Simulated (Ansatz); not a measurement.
## Zr (P6_3/mmc): phonon-mediated transition temperature

Wanted: λ, ω_log and Tc of Zr (P6_3/mmc). The cell shown first is a relaxed one, from steps not shown here.

Program: Ansatz 0.2.0. Level of theory: DFT PBE, scalar-relativistic, plane waves, PseudoDojo norm-conserving pseudopotentials, in the first sound run; inputs show where later runs differ. Results are calculated unless marked as measured.

The experiments to compare with:

For Zr (bulk crystal), “List of superconductors” (2026, Wikipedia's table of superconducting elements, as read in December) quotes earlier work: superconducting transition temperature (bulk, normal pressure) 0.55 K.

This is a report of a sequence of runs, with most program output left out.

## 1. The cell after earlier relaxation steps

The structure is hexagonal, space group P6_3/mmc (No. 194). The conventional cell has a = 3.236 Å, b = 3.236 Å, c = 5.166 Å, α = 90.00°, β = 90.00°, γ = 120.00°. Zr has 12 Zr at 3.19 to 3.24 Å nearest.

## 2. Electron–phonon run: PseudoDojo files

The run that gives the couplings also evaluates McMillan's and Allen and Dynes's formulas and, where asked, the Eliashberg equations, over a range of μ*.

Input file input.yaml:

```yaml
crystal:
  lattice:
    - [3.235590332, 0.0, 0.0]
    - [-1.617795166, 2.8021034237, 0.0]
    - [0.0, 0.0, 5.1658631827]
  atoms:
    - { symbol: Zr, position: [0.3333333333, 0.6666666667, 0.25] }
    - { symbol: Zr, position: [0.6666666667, 0.3333333333, 0.75] }
kpoints:
  mp_grid: { grid: [9, 9, 4] }
hamiltonian:
  xc: pbe
  pseudopotentials: { kind: nc, accuracy: standard }
scf:
  occupations: { method: methfessel_paxton, width: 0.2 }
output:
  eigenvalues: true
phonons:
  method: dfpt
  qmesh: [3, 3, 1]
  temperatures: { t_max: 1000, t_step: 50 }
  qpath:
    path:
      - [[0.0, 0.0, 0.0], [0.5, 0.0, 0.0], [0.33333333, 0.33333333, 0.0], [0.0, 0.0, 0.0], [0.0, 0.0, 0.5], [0.5, 0.0, 0.5], [0.33333333, 0.33333333, 0.5], [0.0, 0.0, 0.5]]
      - [[0.5, 0.0, 0.5], [0.5, 0.0, 0.0]]
      - [[0.33333333, 0.33333333, 0.5], [0.33333333, 0.33333333, 0.0]]
    npoints: 10
  electrical_resistivity:
    mesh: [12, 12, 8]
    temperatures: [20.0, 50.0, 80.0, 100.0, 150.0, 200.0, 273.0, 300.0, 400.0, 500.0, 600.0, 800.0]
  superconductivity: { mesh: [12, 12, 8], eliashberg_equations: false }
```

Command:

```bash
ansatz run input.yaml --threads 4 --pin off --max-ram 10240MiB --backend cpu --events-out ev --progress --plain --runs-dir out
```

The job ended after 2.3 min (4 threads of Intel Xeon Platinum 8259CL at 2.50GHz (Skylake/Cascade Lake), shared host; peak memory 1.3 GiB).

This step gave:

- volume per atom: 23.42 Å³
- metallic on mesh: yes
- gap on the k-mesh: 0 eV
- zero point energy: 0.04785 eV/cell
- share of imaginary modes in the plain interpolation between solved wavevectors: 0
- highest frequency, solved or plainly interpolated: 196.3 cm⁻¹
- Debye temperature (second moment): 248 K
- resistivity at 300 K: 36.75 μΩ cm, mean of the axes
- coupling constant λ: 0.54
- density of states at the Fermi level: 0.9784 states/eV a spin and cell
- log mean phonon energy ħω_log: 14.07 meV
- transport coupling constant λ_tr: 0.5441, 0.5441, 0.5774 (xx, yy, zz)
- Drude plasma energy: 4.104, 4.104, 4.25 eV (xx, yy, zz)
- resistivity times mean free path: 14.64, 14.64, 9.812 × 10⁻¹⁶ Ω m² (xx, yy, zz)
- second-moment phonon energy ħω₂: 15.59 meV
- coupling λ by branch: 0.117, 0.0963, 0.089, 0.105, 0.0694, 0.0628 (branches by rank of frequency)

Transition temperatures:

```csv
μ*,McMillan Tc (K),Allen–Dynes Tc (K)
0.08,3.37,3.46
0.1,2.65,2.71
0.12,2.01,2.05
0.13,1.72,1.76
0.14,1.46,1.49
0.16,1.01,1.02
0.2,0.386,0.392
```

## 3. Electron–phonon run: finite displacements

Finite displacements in a supercell are the other road to force constants and couplings; here with the base functional.

This step: DFT PBE, scalar-relativistic, plane waves, PAW (Ansatz 0.2.0).

input.yaml, as its differences from that of step 2:

```diff
@@ -2,5 +2,5 @@
   lattice:
-    - [3.235590332, 0.0, 0.0]
-    - [-1.617795166, 2.8021034237, 0.0]
-    - [0.0, 0.0, 5.1658631827]
+    - [3.2345839725, 0.0, 0.0]
+    - [-1.6172919862, 2.8012318909, 0.0]
+    - [0.0, 0.0, 5.1640863788]
   atoms:
@@ -12,3 +12,2 @@
   xc: pbe
-  pseudopotentials: { kind: nc, accuracy: standard }
 scf:
@@ -18,4 +17,4 @@
 phonons:
-  method: dfpt
-  qmesh: [3, 3, 1]
+  method: fd
+  supercell: [3, 3, 1]
   temperatures: { t_max: 1000, t_step: 50 }
```

It took 85 s on 4 threads; peak memory 2.1 GiB.

Numbers from this step:

```
volume per atom                                   : 23.40 Å³
zero point energy                                 : 0.04782 eV/cell
highest frequency, solved or plainly interpolated : 196.2 cm⁻¹
resistivity at 300 K                              : 36.8 μΩ cm, mean of the axes
coupling constant λ                               : 0.5424
log mean phonon energy ħω_log                     : 14.05 meV
transport coupling constant λ_tr                  : 0.5466, 0.5466, 0.5799 (xx, yy, zz)
Drude plasma energy                               : 4.112, 4.112, 4.26 eV (xx, yy, zz)
resistivity times mean free path                  : 14.61, 14.61, 9.794 × 10⁻¹⁶ Ω m² (xx, yy, zz)
second-moment phonon energy ħω₂                   : 15.57 meV
coupling λ by branch                              : 0.118, 0.0968, 0.0893, 0.106, 0.0697, 0.063 (branches by rank of frequency)
```

Transition temperatures:

```csv
μ*,McMillan Tc (K),Allen–Dynes Tc (K)
0.08,3.42,3.51
0.1,2.69,2.75
0.12,2.04,2.09
0.13,1.75,1.79
0.14,1.49,1.52
0.16,1.03,1.05
0.2,0.399,0.406
```

## 4. Electron–phonon run: r2SCAN at its own relaxed cell

The functional sets the lattice constant, the bands and the force constants.

This step: DFT r2SCAN, scalar-relativistic, plane waves, PAW (Ansatz 0.2.0).

input.yaml, as its differences from that of step 3:

```diff
@@ -2,5 +2,5 @@
   lattice:
-    - [3.2345839725, 0.0, 0.0]
-    - [-1.6172919862, 2.8012318909, 0.0]
-    - [0.0, 0.0, 5.1640863788]
+    - [3.246311593, 0.0, 0.0]
+    - [-1.6231557965, 2.8113883081, 0.0]
+    - [0.0, 0.0, 5.1497849022]
   atoms:
@@ -11,3 +11,3 @@
 hamiltonian:
-  xc: pbe
+  xc: r2scan
 scf:
@@ -17,4 +17,4 @@
 phonons:
-  method: fd
-  supercell: [3, 3, 1]
+  method: dfpt
+  qmesh: [3, 3, 1]
   temperatures: { t_max: 1000, t_step: 50 }
```

It took 3.2 min on 4 threads; peak memory 1.6 GiB; 12 min of CPU time.

Numbers from this step:

```yaml
volume_per_atom: 23.50 Å³
zero_point_energy: 0.05038 eV/cell
highest_frequency_solved_or_plainly_interpolated: 205.9 cm⁻¹
debye_temperature_second_moment: 261 K
resistivity_at_300_k: 30.58 μΩ cm, mean of the axes
coupling_constant_lambda: 0.4413
density_of_states_at_the_fermi_level: 0.7392 states/eV a spin and cell
log_mean_phonon_energy_omega_log: 15.07 meV
transport_coupling_constant_lambda_tr: 0.4389, 0.4389, 0.4698 (xx, yy, zz)
drude_plasma_energy: 4.124, 4.124, 4.176 eV (xx, yy, zz)
resistivity_times_mean_free_path: 15.59, 15.59, 11.76 × 10⁻¹⁶ Ω m² (xx, yy, zz)
second_moment_phonon_energy_omega: 16.51 meV
coupling_lambda_by_branch: 0.091, 0.0785, 0.0747, 0.0862, 0.0567, 0.054 (branches by rank of frequency)
```

Transition temperatures:

```csv
μ*,McMillan Tc (K),Allen–Dynes Tc (K)
0.08,1.76,1.79
0.1,1.23,1.25
0.12,0.807,0.819
0.13,0.634,0.644
0.14,0.488,0.495
0.16,0.265,0.268
0.2,0.0472,0.0477
```

The Eliashberg function α²F by phonon energy; read off at these points:

```csv
phonon energy (meV),α²F,α²F tr
1.00,0,0
1.50,1.0e-4,2.0e-6
2.00,4.1e-4,1.5e-4
2.50,0.00102,3.1e-4
3.00,0.00237,8.1e-4
3.50,0.00393,0.00131
4.00,0.00559,0.00212
4.50,0.00745,0.00313
5.00,0.00931,0.00450
5.50,0.0116,0.00626
6.00,0.0139,0.00842
6.50,0.0160,0.0108
7.00,0.0191,0.0140
7.50,0.0227,0.0180
8.00,0.0265,0.0225
8.50,0.0322,0.0294
9.00,0.0400,0.0402
9.50,0.0504,0.0551
10.00,0.0730,0.0794
10.50,0.0972,0.101
11.00,0.111,0.114
11.50,0.132,0.130
12.00,0.176,0.158
12.50,0.207,0.186
13.00,0.212,0.193
13.50,0.214,0.199
14.00,0.215,0.214
14.50,0.217,0.236
15.00,0.222,0.268
15.50,0.240,0.317
16.00,0.263,0.363
16.50,0.266,0.337
17.00,0.251,0.303
17.50,0.440,0.483
18.00,0.446,0.459
18.50,0.464,0.468
19.00,0.548,0.548
19.25,0.605,0.558
19.50,0.347,0.348
20.00,0.204,0.216
20.50,0.225,0.217
21.00,0.0867,0.101
21.50,0.0850,0.0925
22.00,0.149,0.140
22.44,0.225,0.203
22.50,0.221,0.199
23.00,0.181,0.159
23.50,0.195,0.165
24.00,0.143,0.125
24.50,0.0788,0.0714
25.00,0.0282,0.0294
```

Twice the integral of α²F/ω over this curve gives λ = 0.44, half of it from below 16.5 meV. Distinct peaks of the Eliashberg function α²F (α²F) stand at 19.2 and 22.4 meV; the one at 19.2 meV is strongest.

## 5. Results

```yaml
meshes: q 3×3×1, k 9×9×4, scattering 12×12×8
coupling_constant_lambda: 0.441
log_mean_phonon_energy_omega_log: 15.1 meV
allen_dynes_tc_at_mu_star_0p1: 1.25 K
allen_dynes_tc_at_mu_star_0p13: 0.644 K
```

**Reading.** In the last run (r2SCAN, q 3×3×1, k 9×9×4, scattering 12×12×8), with λ = 0.44 and ħω_log = 15.1 meV, Tc at μ* = 0.13 is 0.63 K by McMillan's formula and 0.64 K by Allen and Dynes's. Allen and Dynes's formula meets the measured 0.55 K at μ* near 0.14. Raising μ* from 0.10 to 0.16 lowers the Allen–Dynes value from 1.2 to 0.27 K. By the run's own test λ is not converged in the fine mesh: it moves by 2 % between the two finest, and by up to 8 % in the other runs. The run's transport test calls it not converged in the mesh; ρ(300 K) moves by 18 % in the component that moves most. λ of these runs moves by 2 to 8 % between their two finest meshes, and Tc by more, so small gaps between the runs or to the measured value rank nothing. These meshes are coarse. Over the runs, λ takes the values 0.54, 0.542 and 0.441, in the order shown. The q mesh has one point along an axis, so branches along it are rough.  μ* is a typed number, phonons are harmonic, and spin fluctuations are left out; at μ* = 0.13 McMillan's formula turns 1 % in λ into about 6.3 % in Tc.

Computed beside measured:

```
                                                   quantity  measured  Allen–Dynes, PBE, q 3×3×1, fine 12×12×8, PseudoDojo files  Allen–Dynes, PBE, q 3×3×1, fine 12×12×8, displacements  Allen–Dynes, r2SCAN, q 3×3×1, fine 12×12×8
superconducting transition temperature (μ* = 0.13) (kelvin)      0.55                                            1.76 (+220.0 %)                                         1.79 (+225.5 %)                              0.64 (+17.1 %)
```

Measured values from Wikipedia's table of superconducting elements, as read in December (2026).

How well it matches: For the superconducting transition temperature, of the levels listed nearest comes Allen–Dynes, r2SCAN, q 3×3×1, fine 12×12×8 (+17.1 %, fair agreement) and farthest Allen–Dynes, PBE, q 3×3×1, fine 12×12×8, displacements (+225.5 %, a clear miss). Limits of convergence are named above.

[Logs are printed without paths, hosts, clocks, repeated set-up lines and the standing remarks that a program may print on its own settings, such as how far it seeks lower states.]

[Hosts, paths, dates, database ids (printed as entryN), source tags and the programs' standing remarks are cut or masked in the printed files.]
